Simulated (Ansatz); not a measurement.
## Where H_C puts its levels in the gap of SiC (P6_3mc)

Charge states of H_C in SiC (P6_3mc), set against the band edges. Model: a cell of 108 host atoms with 1 C taken out and 1 H put in.

Program: Ansatz 0.2.0. Level of theory: place-levels on r2SCAN runs: charge-transition levels and formation energies with image-charge correction and potential alignment at the atomic sites; PAW set soft_1. Results are calculated unless marked as measured.

**Measured values to reproduce.**

“Charge spill-out and work function of few-layer graphene on SiC(0001)” (2018, arxiv:1806.04908) quotes from earlier work for SiC, 6H (bulk crystal, literature): band gap (indirect gap, experimental literature value) 3.03 eV [Literature value cited in passing in the theory part; temperature and measurement method …].

Report form: the programs' logs are mostly left out.

**1. The structure**

The cell holds 108 atoms: 54 Si, 53 C and 1 H. Its edges and angles: a = 9.236 Å, b = 9.236 Å, c = 15.108 Å, α = 90.0°, β = 90.0°, γ = 120.0°. It derives from SiC (space group P6_3mc). Nearest the centre at fractional (0.556, 0.444, 0.542): H59 at 0.00 Å, Si89 at 1.89 Å, Si53 at 1.89 Å, Si101 at 1.89 Å, Si51 at 1.89 Å, C23 at 3.08 Å, C47 at 3.08 Å, C11 at 3.08 Å.

Known beforehand: the electronic dielectric constant, (7.09, 7.09, 7.35), and the static one, (10.43, 10.43, 10.95), computed on the host (DFPT, PBEsol, on the r2SCAN cell), and a cell off the functional's own equilibrium shifts the ionic part.

The cell's shortest repeat is 9.2 Å.

**2. The runs of each charge state**

Levels follow from differences of total energies between charge states, each relaxed by itself.

Random displacements of about 0.05 Å break the site symmetry at the start, so that the relaxation can reach a distorted minimum if there is one. Forces are taken at one point at (¼, ¼, ¼). The cell holds 1 electron more than the neutral one, with a uniform background that keeps it neutral on the whole.

The sampling was tested on the host first: at the k-points planned (1x1x1 shifted 0.25 0.25 0.25) its energy lies -0.041 eV an atom from the dense-mesh value, a large miss, so this sampling is coarse for the host.

One state's input; the others differ in charge, spin, start and seed, and in occupations where the table says so.

qm1.relax_smeared/input.yaml reads:

```yaml
crystal:
  lattice:
    - [9.23599493, 0.0, 0.0]
    - [-4.61799746, 7.99860624, 0.0]
    - [0.0, 0.0, 15.1078644]
  atoms:
    - { symbol: Si, position: [0.11111111, 0.22222222, 0.8329854] }
    - { symbol: Si, position: [0.22222222, 0.11111111, 0.3329854] }
[... 8 atom lines left out ...]
    - { symbol: C, position: [0.22222222, 0.11111111, 0.54152848] }
[... 11 atom lines left out ...]
    - { symbol: C, position: [0.22222222, 0.44444444, 0.54152848] }
[... 5 atom lines left out ...]
    - { symbol: Si, position: [0.0, 0.66666667, 0.49972248] }
[... 11 atom lines left out ...]
    - { symbol: Si, position: [0.33333333, 0.0, 0.49972248] }
[... 3 atom lines left out ...]
    - { symbol: C, position: [0.44444444, 0.22222222, 0.70799668] }
[... 1 atom line left out ...]
    - { symbol: C, position: [0.55555556, 0.11111111, 0.54152848] }
[... 2 atom lines left out ...]
    - { symbol: Si, position: [0.55555556, 0.44444444, 0.3329854] }
    - { symbol: Si, position: [0.55555556, 0.44444444, 0.66650102] }
[... 1 atom line left out ...]
    - { symbol: Si, position: [0.33333333, 0.33333333, 0.49972248] }
[... 2 atom lines left out ...]
    - { symbol: C, position: [0.33333333, 0.33333333, 0.37436694] }
    - { symbol: C, position: [0.44444444, 0.55555556, 0.70799668] }
[... 1 atom line left out ...]
    - { symbol: H, position: [0.55555556, 0.44444444, 0.54152848] }
[... 11 atom lines left out ...]
    - { symbol: C, position: [0.55555556, 0.77777778, 0.54152848] }
[... 17 atom lines left out ...]
    - { symbol: Si, position: [0.66666667, 0.33333333, 0.49972248] }
[... 2 atom lines left out ...]
    - { symbol: C, position: [0.66666667, 0.33333333, 0.37436694] }
    - { symbol: C, position: [0.77777778, 0.55555556, 0.70799668] }
[... 1 atom line left out ...]
    - { symbol: C, position: [0.88888889, 0.44444444, 0.54152848] }
[... 5 atom lines left out ...]
    - { symbol: Si, position: [0.66666667, 0.66666667, 0.49972248] }
[... 2 atom lines left out ...]
    - { symbol: C, position: [0.66666667, 0.66666667, 0.37436694] }
[... 2 atom lines left out ...]
    - { symbol: C, position: [0.88888889, 0.77777778, 0.54152848] }
    - { symbol: C, position: [0.77777778, 0.88888889, 0.04152848] }
  host:
    repeats: [3, 3, 1]
    atoms:
      - { symbol: Si, position: [0.33333333, 0.66666667, 0.8329854] }
      - { symbol: Si, position: [0.66666667, 0.33333333, 0.3329854] }
      # ... 10 more atoms of the perfect host
total_charge: -1
basis:
  ecutwfc: 500
  xc_grid: 2
hamiltonian:
  xc: r2scan
  pseudopotentials: { kind: paw, azcp: { folder: soft_1 } }
kpoints:
  mp_grid: { grid: [1, 1, 1], shift: [0.25, 0.25, 0.25] }
scf:
  occupations: { method: fermi_dirac, width: 0.01 }
  max_iter: 100
output:
  forces: true
  charged_corrections:
    epsilon: [7.09, 7.09, 7.35]
    static_epsilon: [10.43, 10.43, 10.95]
    defect_position: [0.555556, 0.444444, 0.541528]
relax:
  f_tol: 0.02
  max_steps: 80
  random_displacement: { amplitude: 0.05, seed: 4017 }
checkpoint:
  write: "../qm1.relax_smeared.run"
  compress: false
  write_wavefunctions: true
  write_every: 100000
```

On the command line:

```
> ansatz run input.yaml --threads 4 --pin off --max-ram 15073MiB --backend cpu --events-out ev --progress --plain --runs-dir out
```

The relaxed structure is kept and the sampling changed to a 2×2×2 shifted mesh.

The run of this state that the levels use, under r2SCAN:

qm1.point/input.yaml reads:

```yaml
crystal:
  checkpoint: "../qm1.relax_smeared.run"
  host: checkpoint
total_charge: -1
basis:
  ecutwfc: 500
  xc_grid: 2
hamiltonian:
  xc: r2scan
  pseudopotentials: { kind: paw, azcp: { folder: soft_1 } }
kpoints:
  mp_grid: { grid: [2, 2, 2], shift: [0.5, 0.5, 0.5] }
scf:
  occupations: { method: fermi_dirac, width: 0.01 }
  max_iter: 100
output:
  forces: true
  eigenvalues: true
  charged_corrections:
    epsilon: [7.09, 7.09, 7.35]
    static_epsilon: [10.43, 10.43, 10.95]
    defect_position: [0.555556, 0.444444, 0.541528]
  eigenstates: { localisation: true }
  populations: true
  band_densities: [{ bands: [v1, v1] }, { bands: [c1, c1] }]
  write_density: true
  write_potential: true
  volumetric_format: npy
checkpoint:
  read: "../qm1.relax_smeared.run"
  write: "../qm1.point.run"
  compress: false
  write_wavefunctions: false
  write_every: 100000
```

Relaxations under r2SCAN at one point at (¼, ¼, ¼); times on 4 threads of Arm Neoverse V2, shared host:

```tsv
charge	moment (μB)	occupations	outcome	steps	largest displacement against the far atoms (Å)	time
−1	0	fixed	not converged	-	-	2.4 min
−1	0	fermi-dirac	converged	15	0.98	6 min
0	1	fixed	converged	14	0.95	14 min
+1	0	fixed	converged	14	1.00	5.2 min
+2	1	fixed	converged	8	0.53	9.3 min
+3	0	fixed	converged	12	0.34	4.5 min
+4	1	fixed	converged	11	0.33	11 min
−1	2	fixed	converged	19	0.99	17 min
```

Single points under r2SCAN at a 2×2×2 shifted mesh; times on 4 threads of Arm Neoverse V2, shared host:

```tsv
charge	moment (μB)	occupations	outcome	time
−1	0	fermi-dirac	converged	3.1 min
0	1	fermi-dirac	converged	7.6 min
+1	0	fermi-dirac	converged	3.1 min
+2	1	fermi-dirac	converged	8.1 min
+3	0	fermi-dirac	converged	2.7 min
+4	1	fermi-dirac	converged	7.5 min
−1	2	fermi-dirac	converged	7.8 min
```

Distances (Å) from H59 to the nearest atoms after relaxation with r2SCAN:

```tsv
charge	moment (μB)	1.	2.	3.	4.	5.	6.
−1	0	Si 1.57	Si 1.62	Si 2.41	C 2.47	C 2.47	Si 2.50
−1	2	Si 1.54	Si 1.61	C 2.44	Si 2.45	C 2.48	Si 2.51
0	1	Si 1.63	Si 1.64	Si 2.48	Si 2.55	C 2.55	C 2.55
+1	0	Si 1.57	Si 1.72	C 2.45	C 2.52	C 2.53	Si 2.59
+2	1	Si 1.57	Si 2.24	Si 2.27	Si 2.43	C 2.62	C 2.75
+3	0	Si 1.69	Si 2.30	Si 2.31	Si 2.39	C 2.80	C 2.82
+4	1	Si 1.69	Si 2.29	Si 2.34	Si 2.37	C 2.80	C 2.81
```

**3. Levels against the band edges, r2SCAN**

A charged cell interacts with its images and the background, and its potential has another zero than the host's. place-levels removes the first by a point-charge model, screened by the static dielectric constant since the ions have relaxed around the charge, and the second by comparing potentials at atoms far from the defect.

The host is a run of the defect-free crystal in the same cutoffs, grids and k-points, so that basis and sampling errors cancel in part in the differences. The host is run in a cell of 12 atoms on a matching mesh. Its band edges are searched through the zone by a band path, so the gap is smaller than, or equal to, that on the mesh. Chemical potentials are energies per atom of C (diamond) and H (H2 molecule), run with the same functional and cutoff. Carbon is taken as diamond, which semilocal functionals can put about 0.1 eV an atom over graphite.

levels.point.yaml reads:

```yaml
host:
  run: host.point.run
states: [qm1.point.run, q0_M1.point.run, qp1.point.run, qp2_M1.point.run, qp3.point.run, qp4_M1.point.run, qm1_M2.point.run]
geometry_from:
  qm1.point.run: qm1.relax_smeared.run
  q0_M1.point.run: q0_M1.relax.run
  qp1.point.run: qp1.relax.run
  qp2_M1.point.run: qp2_M1.relax.run
  qp3.point.run: qp3.relax.run
  qp4_M1.point.run: qp4_M1.relax.run
  qm1_M2.point.run: qm1_M2.relax.run
  host.point.run: host.relax.run
chemical_potentials:
  C:
    energy: -251.553391
    dataset: "<sha256 of the dataset>"
  H:
    energy: -15.945394
    dataset: "<sha256 of the dataset>"
epsilon: [7.09, 7.09, 7.35]
static_epsilon: [10.43, 10.43, 10.95]
vertical:
  - { from: qm1.point.run, to: qm1.point_neutral.run }
  - { from: qp1.point.run, to: qp1.point_neutral.run }
  - { from: qp2_M1.point.run, to: qp2_M1.point_neutral.run }
  - { from: qp3.point.run, to: qp3.point_neutral.run }
  - { from: qp4_M1.point.run, to: qp4_M1.point_neutral.run }
  - { from: qm1_M2.point.run, to: qm1_M2.point_neutral.run }
```

On the command line:

```
> ansatz place-levels levels.point.yaml -- --threads 4 --pin off --max-ram 15073MiB
```

Wall time 1 s (4 threads of Arm Neoverse V2, shared host).

Under r2SCAN the gap is 2.37 eV, (+4/+3) 0.00 (with band filling), (+3/+2) 0.47, (+2/+1) 0.33, (+1/0) 1.52, (0/−1) 2.22 eV; the steps are inverted, so the lowest state changes at (+3/+1) 0.40 eV.

Levels between the charges placed, in eV above the valence top:

```tsv
	gap (eV)	(+4/+3)	(+3/+2)	(+2/+1)	(+1/0)	(0/−1)
r2SCAN	2.37	0.00	0.47	0.33	1.52	2.22
```

Corrections by state:

```tsv
charge	moment (μB)	image terms and alignment (eV)	band filling (eV)	ε used	over the lowest of its charge, as the program ranks them, band filling apart (eV)
+4	1.0	1.557	-0.622	principal values (10.43, 10.43, 10.95)	0.000
+3	0.0	1.111	-	principal values (10.43, 10.43, 10.95)	0.000
+2	1.0	0.501	-	principal values (10.43, 10.43, 10.95)	0.000
+1	0.0	0.098	-	principal values (10.43, 10.43, 10.95)	0.000
0	1.0	0.000	-	-	0.000
−1	0.0	0.230	-	principal values (10.43, 10.43, 10.95)	0.000
−1	2.0	0.220	-	principal values (10.43, 10.43, 10.95)	0.133
```

The charged structures listed were also run neutral, and place-levels reads from each pair, by the potential or the spins, how wide the charge is by which they differ; that can be the carrier of either run.

```tsv
charge	rms radius (Å)	spread where it is widest against the cell (Å)	wide from (Å)	reading
+4	4.2	1.93	1.39	wide
+3	3.4	1.71	1.39	wide
+2	2.6	1.34	1.39	narrow
+1	2.6	1.37	1.39	narrow
−1	2.4	1.29	1.39	narrow
```

The neutral runs of these pairs need not share the spin of the lowest neutral state, and very wide values only mean spread over the cell.

From the program's caveats on the states, each cut to its opening words:

- charge +4 (1 μB): it parts from the run at its places by a charge that spreads by about 1.9 Å along one vector (1.4 Å or more is wide), by its potential at epsilon [7.09, 7.09, [...]
- charge +4 (1 μB): a band-filling correction moves a carrier to the host's band edge, which changes its energy by -0.622 eV
- charge +4 (1 μB): its alignment with the host at atomic sites is doubtful: the mean over the far sites moves by +0.1581 eV from their farther parts to their nearer, more than [...]
- charge +4 (1 μB): its sublattices stand up to 0.0232 Å off the host's, which by the two runs' forces adds about +0.02 eV to its energy against the host's, and moves the band [...]
- charge +4 (1 μB): its moments are held at its close (magnetization.spin_locking), by a field of 0.080 eV a Bohr magneton, and its energy and levels are of the state that this [...]
- charge +4 (1 μB), +2 (1 μB), 0 (1 μB), −1 (2 μB): flagged: stability check not made
- charge +3: it parts from the run at its places by a charge that spreads by about 1.7 Å along one vector (1.4 Å or more is wide), by its potential at epsilon [7.09, 7.09, [...]
- charge +2 (1 μB): it parts from the run that its charge is read beside by 2 carriers, of which the mean alone is read, by its potential at epsilon [7.09, 7.09, 7.35], taken for [...]
- charge +2 (1 μB): the far atoms show a dipole or second moment of the defect's charge, for which the correction takes or leaves out 0.063 eV: further moments aren't read, and [...]
- charge 0 (1 μB): its sublattices stand up to 0.0367 Å off the host's, which by the two runs' forces adds about +0.02 eV to its energy against the host's, and moves the band [...]
- charge −1: its sublattices stand up to 0.0283 Å off the host's, which by the two runs' forces adds about -0.01 eV to its energy against the host's, and moves the band [...]
- charge −1 (2 μB): it parts from the run at its places by a charge that spreads by about 1.5 Å along one vector (1.4 Å or more is wide), by its potential at epsilon [7.09, 7.09, [...]

The host's formation energy from the elements is -0.356 eV per atom; it sets how far the chemical potentials can move.

Limit set by the element alone; other compounds of these elements are not counted. Chemical potentials from the elements' reference states: C 0.00 eV, Si -0.71 eV, H 0.00 eV. Formation energies (C-rich), with the Fermi level at the valence top and at the conduction bottom (gap 2.37 eV):

```tsv
charge	at valence top (eV)	at conduction bottom (eV)	correction included (eV)
+4	2.77	12.24	0.94
+3	2.77	9.87	1.11
+2	3.24	7.98	0.50
+1	3.57	5.94	0.10
0	5.09	5.09	0.00
−1	7.31	4.94	0.23
```

```json
{"Fermi level (eV)": "0.00", "lowest formation energy (eV)": "2.77"}
{"Fermi level (eV)": "0.22", "lowest formation energy (eV)": "3.41"}
{"Fermi level (eV)": "0.43", "lowest formation energy (eV)": "4.00"}
{"Fermi level (eV)": "0.65", "lowest formation energy (eV)": "4.21"}
{"Fermi level (eV)": "0.86", "lowest formation energy (eV)": "4.43"}
{"Fermi level (eV)": "1.08", "lowest formation energy (eV)": "4.65"}
{"Fermi level (eV)": "1.29", "lowest formation energy (eV)": "4.86"}
{"Fermi level (eV)": "1.51", "lowest formation energy (eV)": "5.08"}
{"Fermi level (eV)": "1.72", "lowest formation energy (eV)": "5.09"}
{"Fermi level (eV)": "1.94", "lowest formation energy (eV)": "5.09"}
{"Fermi level (eV)": "2.15", "lowest formation energy (eV)": "5.09"}
{"Fermi level (eV)": "2.37", "lowest formation energy (eV)": "4.94"}
```

Limit set by the element alone; other compounds of these elements are not counted. Chemical potentials from the elements' reference states: Si 0.00 eV, C -0.71 eV, H 0.00 eV. Formation energy by charge state (Si-rich; gap 2.37 eV):

```tsv
charge	at valence top (eV)	at conduction bottom (eV)	correction included (eV)
+4	2.06	11.53	0.94
+3	2.05	9.16	1.11
+2	2.53	7.26	0.50
+1	2.86	5.22	0.10
0	4.37	4.37	0.00
−1	6.60	4.23	0.23
```

(Fermi level (eV), lowest formation energy (eV)): (0.00, 2.05), (0.22, 2.70), (0.43, 3.29), (0.65, 3.50), (0.86, 3.72), (1.08, 3.93), (1.29, 4.15), (1.51, 4.36), (1.72, 4.37), (1.94, 4.37), (2.15, 4.37), (2.37, 4.23)

**4. Levels against the band edges, PBEsol**

PBEsol on the same structure is run to see how far the result rests on the functional, though not on the errors that semilocal functionals share.

qm1.pbesol/input.yaml, as its differences from qm1.point/input.yaml of step 2:

```diff
@@ -5,7 +5,7 @@
 basis:
-  ecutwfc: 500
+  ecutwfc: 420
   xc_grid: 2
 hamiltonian:
-  xc: r2scan
-  pseudopotentials: { kind: paw, azcp: { folder: soft_1 } }
+  xc: pbesol
+  pseudopotentials: { kind: paw, azcp: { folder: soft_1 }, xc_functional: pbe }
 kpoints:
@@ -28,5 +28,5 @@
   volumetric_format: npy
+  elf: true
 checkpoint:
-  read: "../qm1.relax_smeared.run"
-  write: "../qm1.point.run"
+  write: "../qm1.pbesol.run"
   compress: false
```

It took 2.2 min on 4 threads; peak memory 6.1 GiB.

levels.pbesol.yaml reads:

```yaml
host:
  run: host.pbesol.run
  levels_from: { run: edges.pbesol.run }
states: [qm1.pbesol.run, q0_M1.pbesol.run, qp1.pbesol.run, qp2_M1.pbesol.run, qp3.pbesol.run, qp4_M1.pbesol.run, qm1_M2.pbesol.run]
geometry_from:
  qm1.pbesol.run: qm1.relax_smeared.run
  q0_M1.pbesol.run: q0_M1.relax.run
  qp1.pbesol.run: qp1.relax.run
  qp2_M1.pbesol.run: qp2_M1.relax.run
  qp3.pbesol.run: qp3.relax.run
  qp4_M1.pbesol.run: qp4_M1.relax.run
  qm1_M2.pbesol.run: qm1_M2.relax.run
  host.pbesol.run: host.relax.run
chemical_potentials:
  C:
    energy: -246.668769
    dataset: "<sha256 of the dataset>"
  H:
    energy: -15.609228
    dataset: "<sha256 of the dataset>"
```

On the command line:

```
> ansatz place-levels levels.pbesol.yaml -- --threads 4 --pin off --max-ram 15073MiB
```

Run time: 0.58 s. Hardware: 4 threads.

Under PBEsol the gap is 1.90 eV, (+4/+3) 0.00 (with band filling), (+3/+2) 0.37, (+2/+1) 0.13, (+1/0) 1.35, (0/−1) 1.87 eV; the steps are inverted, so the lowest state changes at (+3/+1) 0.25 eV; the stage before (r2SCAN) gave a gap of 2.37 eV and levels within 0.36 eV of these.

**5. Cost and result**

Levels between neighbouring charges, in eV above each run's own valence top:

```tsv
	gap (eV)	(+4/+3)	(+3/+2)	(+2/+1)	(+1/0)	(0/−1)	CPU time a state at this stage (restarts are quicker than cold starts)
r2SCAN, 2×2×2 shifted mesh	2.37	0.00	0.47	0.33	1.52	2.22	22 min
PBEsol on r2SCAN structures, 2×2×2 shifted mesh	1.90	0.00	0.37	0.13	1.35	1.87	15 min
```

**6. Outcome**

| Property | Result |
| --- | --- |
| gap of the host | 2.37 eV (r2SCAN) |
| level (plus 4/plus 3) | 0.00 eV below the valence top (-0.63 eV above the valence top without the band-filling term) |
| level (plus 3/plus 2) | 0.47 eV above the valence top, not a change between lowest states |
| level (plus 2/plus 1) | 0.33 eV above the valence top, not a change between lowest states |
| level (plus 1/0) | 1.52 eV above the valence top |
| level (0/minus 1) | 2.22 eV above the valence top |
| level (plus 3/plus 1) | 0.40 eV above the valence top |
| lowest of the charges placed, just above the valence top (0.02 eV) | +3 |
| lowest of the charges placed, just below the conduction bottom (0.02 eV) | −1 |
| lowest formation energy at mid-gap of the charges run, C-rich | 4.75 eV |
| lowest formation energy at mid-gap of the charges run, Si-rich | 4.04 eV |

What this shows: Of the charges placed (−1, 0, +1, +2, +3 and +4), the lowest changes at 0.40 eV (+3/+1), 1.52 eV (+1/0) and 2.22 eV (0/−1) above the valence top, in a gap of 2.37 eV. (+3/+1) and (0/−1) lie nearer to a band edge than the share of the finite-size correction in them (0.51 and 0.23 eV), and that correction holds for a localised charge alone. (+3/+1) passes over charge +2, which lies 0.07 eV above the two there; a lower structure or spin state of it, if missed, would change that. (0/−1) lies 0.14 eV from a band edge, less than the doubt on such levels. Charges below −1 were not placed, so these runs say nothing of levels that involve them. States placed: +4 at 1 μB; +3 at 0 μB; +2 at 1 μB; +1 at 0 μB; 0 at 1 μB; −1 at 0 μB and 2 μB. Other spin states or structures, where not listed, weren't placed. The program finds carriers beyond a band edge of the host and adds a band-filling term at charge +4 (-0.62 eV); steps to such a charge show no bound level, and a defect level inside a band would be read the same way. Corrections reach 1.6 eV, so the cell is small for these charges and their levels are rough. At charge −1, 0 and +1 the atom put in ends up to 1.0 Å from its starting place, so the name tells the start alone and the levels can join different sites. H is taken at its element; compounds, which aren't counted here, bound the chemical potentials and would shift these formation energies. The program doubts the alignment of potentials for at least one state, a sign that the cell is small. What this leaves open: r2SCAN makes the gap too small and tends to spread out bound carriers; force components of up to 0.34 eV/Å remain in a run at the final settings.

Calculation against experiment:

```
                             quantity  measured           PBEsol           r2SCAN
band gap (least gap of the host) (eV)      3.03  1.90 (-1.13 eV)  2.37 (-0.66 eV)
```

Measured values from arxiv:1806.04908 (2018).

Verdict: For the band gap, of the levels listed nearest comes r2SCAN (-0.66 eV, a clear miss) and farthest PBEsol (-1.13 eV, a clear miss). Local and semilocal functionals usually give gaps below the measured ones. Zero-point and thermal motion shift the measured gap.

[Logs are printed without paths, hosts, clocks, repeated set-up lines and the standing remarks that a program may print on its own settings, such as how far it seeks lower states.]

[Hosts, paths, dates, database ids (printed as entryN), source tags and the programs' standing remarks are cut or masked in the printed files.]

[Where a table of states has a column of steps, it counts the stored structures, which are thinned; the runs took as many ionic steps or more.]

[A defect's name tells the site on which it was built; relaxed atoms can leave that site.]

[For some hosts the program warned that the k-mesh of the response run may be too coarse for force constants and the static dielectric constant; such warnings are not shown here.]
